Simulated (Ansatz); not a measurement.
## A failed many-body run on InF3 (R-3c)

What is wrong with this input for InF3 (R-3c)?

Method: G0W0 on LDA, plane waves, PAW, in Ansatz 0.2.0.

## (1) Set-up

Symmetry: R-3c, No. 167, trigonal system. Conventional cell: a = 5.204 Å, b = 5.204 Å, c = 14.723 Å, α = 90.00°, β = 90.00°, γ = 120.00°. In has 6 F at 2.08 Å nearest. F has 2 In at 2.08 Å nearest. Farther neighbours and most contacts between anions are not listed.

Coordinates:

```cif
data_structure
_symmetry_space_group_name_H-M 'R-3c:H'
_symmetry_Int_Tables_number 167
_cell_length_a 5.2043
_cell_length_b 5.2043
_cell_length_c 14.7225
_cell_angle_alpha 90.000
_cell_angle_beta 90.000
_cell_angle_gamma 120.000
_cell_volume 345.33
loop_
_atom_site_label
_atom_site_type_symbol
_atom_site_symmetry_multiplicity
_atom_site_Wyckoff_symbol
_atom_site_fract_x
_atom_site_fract_y
_atom_site_fract_z
_atom_site_occupancy
In1 In 6 b 0.66667 0.33333 0.33333 1
F1 F 18 e 0.64571 0.64571 0.25000 1
```

The cell and positions are those that the Materials Project relaxed with its own functionals (PBE, PBE+U or r2SCAN), kept fixed. The default PAW set here is soft_2. Its files were made with PBE.

## (2) First try

The input, input.yaml:

```yaml
crystal:
  lattice:
    - [2.6021411829, 1.5023469124, 4.9075061345]
    - [-2.6021411829, 1.5023469124, 4.9075061345]
    - [0.0, -3.0046938249, 4.9075061345]
  atoms:
    - { symbol: In, position: [0.5, 0.5, 0.5] }
    - { symbol: In, position: [0.0, 0.0, 0.0] }
    - { symbol: F, position: [0.39570922, 0.75, 0.10429078] }
    - { symbol: F, position: [0.75, 0.10429078, 0.39570922] }
    - { symbol: F, position: [0.89570922, 0.60429078, 0.25] }
    - { symbol: F, position: [0.25, 0.89570922, 0.60429078] }
    - { symbol: F, position: [0.60429078, 0.25, 0.89570922] }
    - { symbol: F, position: [0.10429078, 0.39570922, 0.75] }
kpoints:
  mp_grid: { grid: [4, 4, 4] }
hamiltonian:
  xc: lda
scf:
  occupations: { method: fixed }
gw:
  n_empty_bands: 2
  ecut_chi: 80
  qp_bands: [v2, c2]
  qp_kpoints: band_edges
  screening: { model: contour_deformation }
```

Launch:

```console
$ ansatz run input.yaml --threads 3 --pin off --max-ram 92160MiB --backend cuda --events-out ev --progress --plain --runs-dir out --devices 1 --max-vram 13GiB  # rebuilt from the run's record
```

Numbers of over 12 decimals in the logs are rounded to 6 here.

Output:

```text
GPUs: using 1 of 1 available (devices: 1).
Engine: ansatz 0.2.0, x86_64-unknown-linux-gnu
Pseudopotentials: kind: paw
Pseudopotential: In, paw, valence charge 13, recommended cutoff 420 eV (normal), In.paw.azcp
Pseudopotential: F, paw, valence charge 7, recommended cutoff 420 eV (normal), F.paw.azcp
Functional definition: SPW92
  exchange = slater_x
  correlation = pw_c
device memory: the entry about to start is reckoned to put 2.3 GiB on a device that reports 45.6 GiB free (of which the cap on the GPU budget leaves the run 13.0 GiB)
GPU FFT provider: cuFFT
GPU libraries: cuBLAS 13.8.2, cuFFT 12.4.0, cuSOLVER 12.3.4
Crystal: 8 atoms, lattice volume = 115.110 Å³
Basis set: ecut = 420 eV, 2249 PW (Γ)
Bands: 42, of which v1, the nominal top of the filled ones, is band 34 counted from 1 (33 counted from 0)
Symmetry: 12 space group operations
Space group: R-3c (ITA 167), of the structure as read, at distance tolerance 4.9e-5 Å
k-points: 13 of 64
Non-local potential: In, projectors of the file, l = 0: 2, l = 1: 2, l = 2: 2, l = 3: 2
Non-local potential: F, projectors of the file, l = 0: 2, l = 1: 2, l = 2: 1
PAW form: soft (Blöchl's): semilocal exchange-correlation on the pseudo side does not see the compensation charge
PAW frozen core: In, regenerated for the run's functional, and the local potential with it (the file was generated under x = pbe(κ = 0.804, μ = 0.219515), c = pbe(β = 0.066725))
PAW frozen core: F, regenerated for the run's functional, and the local potential with it (the file was generated under x = pbe(κ = 0.804, μ = 0.219515), c = pbe(β = 0.066725))
PAW one-centre angular grid: In, 590 points (default); XC on 64 Gauss nodes
PAW one-centre angular grid: F, 110 points (default); XC on 64 Gauss nodes
Initial density: superposition of atomic densities (neutral atoms: chi_scale 0, normalization atom), corrected by the library's trained network
Initial wavefunctions: pseudopotential atomic-orbital guess
GPU buffer pool allocated for 64000 grid points (all kernels)
GPU transforms: local potential and band sums: pruned to the plane-wave sphere, on 40×40×40
Functional: x = slater, c = lda
SCF iter   1: F=—  HF=-15679.967437 eV  |F-HF|=—  |Δ(HF+E_count)|=         —  Δρ=2.04e-2  dr2=3.33e-1  ethr=1.77e-3  ⟨swp⟩=4.8  Hψ=1835  notcnv=0  defer=78
preconditioner: auto → Resta (q_TF=auto, 2.499 Å⁻¹)  ε∞=3.6  [insulator: Δε(μ)=3.795 eV  Ē_g=17.765 eV  n_scr=26 (ndim 8)  ℏωp=28.5 eV  f_vac=0.174  ε∞_Penn≈3.6]
SCF iter   2: F=—  HF=-15679.869257 eV  |F-HF|=—  |Δ(HF+E_count)|=   9.82e-2  Δρ=5.03e-3  dr2=1.06e-2  ethr=4.89e-4  ⟨swp⟩=2.2  Hψ=924  notcnv=0  defer=78
SCF iter   3: F=—  HF=-15679.865827 eV  |F-HF|=—  |Δ(HF+E_count)|=   3.43e-3  Δρ=1.92e-3  dr2=2.59e-3  ethr=1.56e-5  ⟨swp⟩=2.0  Hψ=901  notcnv=0  defer=78
SCF iter   4: F=—  HF=-15679.865276 eV  |F-HF|=—  |Δ(HF+E_count)|=   5.50e-4  Δρ=9.09e-4  dr2=6.30e-4  ethr=3.81e-6  ⟨swp⟩=1.0  Hψ=513  notcnv=0  defer=67
SCF iter   5: F=—  HF=-15679.865092 eV  |F-HF|=—  |Δ(HF+E_count)|=   1.84e-4  Δρ=1.96e-4  dr2=3.48e-5  ethr=9.27e-7  ⟨swp⟩=2.0  Hψ=643  notcnv=0  defer=34
SCF iter   6: F=—  HF=-15679.865087 eV  |F-HF|=—  |Δ(HF+E_count)|=   5.32e-6  Δρ=2.46e-5  dr2=6.28e-7  ethr=5.12e-8  ⟨swp⟩=2.4  Hψ=779  notcnv=0  defer=33
SCF iter   7: F=-15679.865087 eV  HF=-15679.865087 eV  |F-HF|=1.18e-9  |Δ(HF+E_count)|=   2.60e-8  Δρ=2.15e-6  dr2=7.16e-9  ethr=1.47e-10  ⟨swp⟩=9.2  Hψ=2180  notcnv=0
SCF 1 converged in 7 iterations: F = -15679.865087 eV  dr2 = 7.16e-9
[...]
device memory: the entry about to start is reckoned to put 3.1 GiB on a device that reports 43.2 GiB free (of which the cap on the GPU budget leaves the run 13.0 GiB)
NSCF: frozen V_eff on 13 k-points
[...]
device memory: the entry about to start is reckoned to put 2.1 GiB on a device that reports 39.8 GiB free (of which the cap on the GPU budget leaves the run 13.0 GiB)
NSCF: frozen V_eff on 13 k-points
G₀W₀ screening: q 1/13
[... further progress lines ...]
device memory: the entry about to start is reckoned to put 0.7 GiB on a device that reports 39.0 GiB free (of which the cap on the GPU budget leaves the run 13.0 GiB)
NSCF: frozen V_eff on 1 k-points
device memory: the entry about to start is reckoned to put 0.7 GiB on a device that reports 39.0 GiB free (of which the cap on the GPU budget leaves the run 13.0 GiB)
NSCF: frozen V_eff on 1 k-points
device memory: the entry about to start is reckoned to put 0.7 GiB on a device that reports 39.0 GiB free (of which the cap on the GPU budget leaves the run 13.0 GiB)
NSCF: frozen V_eff on 1 k-points
SCF converged after 7 iterations
Free energy (F): -15679.865087 eV
Harris-Foulkes:  -15679.865087 eV  (|F-HF|=1.18e-9)
Internal energy: -15679.865087 eV  (E = F + TS)
E sigma→0 (E₀):  -15679.865087 eV
Fermi energy:    1.213487 eV
--- Per-component energies (eV) ---
  E_band       = -404.694113
  E_kinetic    = 1718.595751
  E_local      = -6290.710337  (includes V_loc(G=0)·N_el)
  E_nonlocal   = 1205.933247
  E_hartree    = 2396.048968
  E_xc         = -885.467276
  E_vxc        = -796.771553  (∫ρ·V_xc dr)
  E_paw        = -9172.532044  (= ΣΔE_a)
  E_vpaw       = -1033.855251  (= ΣTr[D̂ρ^β])
  E_aug_tail   = 0.012177  (compensation charges beyond the density's cutoff)
  E_ewald      = -4652.994155
  E_core_change = 1.248583  (= ΣΔE_core)
  E_smearing   = -0.000000  (= −TS)
  E_closure    = 0.000000  (closes the sum)
  Σ components = -15679.865087   (vs F -15679.865087, Δ=0.00e0)
--- Band table (eV; the first three rows and the last of 13) ---
  k-point 0: bands = [... 30 lower, 1.0245, 1.0245, 1.1791, 1.1791, 5.2268, 10.6603, 11.6223, 12.7246, ... 4 higher]
  k-point 1: bands = [... 30 lower, 0.9363, 0.9427, 1.0931, 1.1523, 6.0983, 9.6302, 12.1550, 12.2348, ... 4 higher]
  k-point 2: bands = [... 30 lower, 0.9470, 0.9470, 1.0785, 1.0785, 7.8419, 7.8419, 12.2191, 12.2191, ... 4 higher]
  k-point 12: bands = [... 30 lower, 1.0879, 1.0879, 1.0879, 1.0879, 7.6511, 7.6511, 12.9092, 12.9092, ... 4 higher]
--- G₀W₀: contour deformation, 5 samples at zero and on the imaginary axis and 3 off it, 64 q-points, 2 empty bands' worth ---
  eigenvalues of the whole cell's RPA ε∞ on this k-mesh (on a slab, of 1 + 4πα/V) = 1.5303, 1.5303, 1.5872; static W/v taken at q = 0 is 0.646136
  gw.qp_kpoints: band_edges: 13 of 13 stored k-points solved, in 1 pass; an edge of the gap read off the rows below is read off those points alone
  `?` marks the rows in doubt; gw_qp.tsv's column doubts and the gw_qp event give each row's grounds
    ik  band        ε_KS         Σx   Σc(E_QP)       V_xc       Z   E_QP_lin       E_QP  E_QP is
     0    33      1.1791   -32.3070     4.9312   -24.5867  0.7449    -1.9178    -1.6100  root ?
     0    34      1.1791   -32.3070     4.9312   -24.5867  0.7449    -1.9178    -1.6100  root ?
     0    35      5.2268   -11.7178    -1.3732   -16.6205  0.8803     8.9700     8.7563  root ?
     0    36     10.6603   -15.1560    -2.9168   -22.1692  0.8105    15.5448    14.7567  root ?
     1    33      1.0931   -31.9567     5.1027   -24.0515  0.7381    -2.0376    -1.7094  root ?
     1    34      1.1523   -32.1187     5.0656   -24.2422  0.7402    -1.9829    -1.6585  root ?
     1    35      6.0983   -12.8458    -1.4323   -17.8517  0.8720     9.9260     9.6719  root ?
     1    36      9.6302   -13.8347    -2.4260   -20.2997  0.8401    14.3439    13.6694  root ?
     2    33      1.0785   -32.0463     5.0608   -24.1894  0.7396    -2.0417    -1.7176  root ?
     2    34      1.0785   -32.0463     5.0608   -24.1894  0.7396    -2.0417    -1.7176  root ?
     2    35      7.8419   -13.4497    -1.8371   -19.1347  0.8599    12.1147    11.6897  root ?
     2    36      7.8419   -13.4497    -1.8371   -19.1347  0.8599    12.1147    11.6897  root ?
     3    33      1.0680   -31.9277     5.1029   -24.0237  0.7377    -2.0625    -1.7332  root ?
     3    34      1.1282   -32.3584     4.7389   -24.8843  0.7505    -1.8907    -1.6070  root ?
[...]
11    36      8.3300   -14.2891    -2.0274   -20.1819  0.8506    12.7025    12.1954  root ?
    12    33      1.0879   -32.0289     5.0054   -24.2488  0.7407    -2.0004    -1.6868  root ?
    12    34      1.0879   -32.0289     5.0054   -24.2488  0.7407    -2.0004    -1.6868  root ?
    12    35      7.6511   -13.1858    -1.7636   -18.6925  0.8615    11.7905    11.3941  root ?
    12    36      7.6511   -13.1858    -1.7636   -18.6925  0.8615    11.7905    11.3941  root ?
```

Elapsed: 9.1 s, on 1 × NVIDIA H100 80GB HBM3 (shared by 6 runs) with 3 threads of AMD EPYC 7R13 (Zen 3), shared host; peak memory 1.1 GiB.

Reading the cycles: dr2 is the Hartree energy of the density residual (eV), the measure of convergence; HF is the Harris–Foulkes estimate of the energy, which meets the free energy F at convergence.

Q: What is the fault?

The run ended normally, though the input holds a fault or crude settings.

The fault: two empty bands. The screening and the self-energy are sums over empty states, and two bands hold almost none of them; where the cut also splits a degenerate level, the program refuses for that.

It printed a gap of 10.31 eV, which is an artefact of the settings.

## (3) A better input

G0W0 replaces the xc potential by the self-energy, built once from these orbitals. Only a window of levels is corrected, while the sums run over the empty bands that the input names.

input.yaml: that of step 2 with these lines changed.

```diff
@@ -21,4 +21,4 @@
 gw:
-  n_empty_bands: 2
-  ecut_chi: 80
+  n_empty_bands: 149
+  ecut_chi: 69
   qp_bands: [v2, c2]
```

Output:

```text
GPUs: using 1 of 1 available (devices: 1).
[...]
GPU FFT provider: cuFFT
GPU libraries: cuBLAS 13.8.2, cuFFT 12.4.0, cuSOLVER 12.3.4
Crystal: 8 atoms, lattice volume = 115.110 Å³
Basis set: ecut = 420 eV, 2249 PW (Γ)
Bands: 42, of which v1, the nominal top of the filled ones, is band 34 counted from 1 (33 counted from 0)
[... 1 set-up line as in the run before ...]
[...]
k-points: 13 of 64
[...]
GPU buffer pool allocated for 64000 grid points (all kernels)
[...]
SCF iter   1: F=—  HF=-15679.967437 eV  |F-HF|=—  |Δ(HF+E_count)|=         —  Δρ=2.04e-2  dr2=3.33e-1  ethr=1.77e-3  ⟨swp⟩=4.8  Hψ=1835  notcnv=0  defer=78
[...]
SCF iter   7: F=-15679.865087 eV  HF=-15679.865087 eV  |F-HF|=1.18e-9  |Δ(HF+E_count)|=   2.60e-8  Δρ=2.15e-6  dr2=7.16e-9  ethr=1.47e-10  ⟨swp⟩=9.2  Hψ=2180  notcnv=0
SCF 1 converged in 7 iterations: F = -15679.865087 eV  dr2 = 7.16e-9
[...]
0    36     10.6603   -15.1560    -4.3538   -22.1692  0.8006    13.4740    13.3197  root ?
     1    33      1.0931   -31.9567     6.1889   -24.0515  0.7644    -0.6762    -0.6233  root
     1    34      1.1523   -32.1187     6.1646   -24.2422  0.7654    -0.6114    -0.5595  root
     1    35      6.0983   -12.8458    -3.1398   -17.8517  0.8483     7.9917     7.9643  root
     1    36      9.6302   -13.8347    -4.0048   -20.2997  0.8206    12.1887    12.0905  root
     2    33      1.0785   -32.0463     6.1474   -24.1894  0.7653    -0.6832    -0.6310  root
[...]
3    36      9.7639   -14.4680    -4.0390   -21.0205  0.8157    12.3879    12.2774  root ?
[...]
6    36      9.3229   -14.9010    -3.8933   -21.2778  0.8184    11.9064    11.8064  root ?
[...]
12    33      1.0879   -32.0289     6.1008   -24.2488  0.7659    -0.6409    -0.5914  root
    12    34      1.0879   -32.0289     6.1008   -24.2488  0.7659    -0.6409    -0.5914  root
    12    35      7.6511   -13.1858    -3.4065   -18.6925  0.8385     9.7985     9.7513  root
    12    36      7.6511   -13.1858    -3.4065   -18.6925  0.8385     9.7985     9.7513  root
[key lines of the parts left out:]
SCF converged after 7 iterations
Free energy (F): -15679.865087 eV
Fermi energy:    1.213487 eV
```

It took 29 s on 1 × NVIDIA H100 80GB HBM3 (shared by 6 runs) with 3 threads; peak memory 1.2 GiB.

Numbers from this step:

```
bands summed                                 : 183
RPA ε∞ on this mesh (eigenvalues)            : 2.406, 2.406, 2.487
plane waves in the screening matrix          : 145
q-points in the mesh                         : 64
G0W0 gap on the mesh                         : 7.371 eV
k of the valence top                         : 0, -0.5, -0.5
k of the conduction bottom                   : 0, 0, 0
starting gap on the mesh                     : 4.013 eV
Z at the valence top                         : 0.7811
Z at the conduction bottom                   : 0.8560
least direct G0W0 gap on the computed points : 7.452 eV
```

The gap on the mesh goes from 4.01 eV to 7.37 eV, a correction of +3.36 eV, though a band edge has moved to another state.

## (4) What came out

```yaml
first_try: converged after 9.1 s
better_run: G0W0 gap on the mesh 7.37 eV (4×4×4 mesh, 149 empty bands, screening to 69 eV)
```

The second run differs in: empty bands and screening cutoff (eV). Bands and cutoff are finite, so the gap is not at the basis limit. The miss can reach some tenths of an eV and take either sign; the mesh is an error of its own. The many-body steps are scalar-relativistic: spin-orbit coupling is not in them.

[Paths, hosts, dates, memory and timing lines, banners, echoed tables and standing remarks are left out of the program output.]

[Logs are printed without paths, hosts, clocks, repeated set-up lines and the standing remarks that a program may print on its own settings, such as how far it seeks lower states.]

[Runs of the session that timed out or met a known fault of the program may be left out.]

[Cells called generated may have been cut or substituted from an entry of the Crystallography Open Database or the Materials Project.]

[Hosts, paths, dates, database ids (printed as entryN), source tags and the programs' standing remarks are cut or masked in the printed files.]
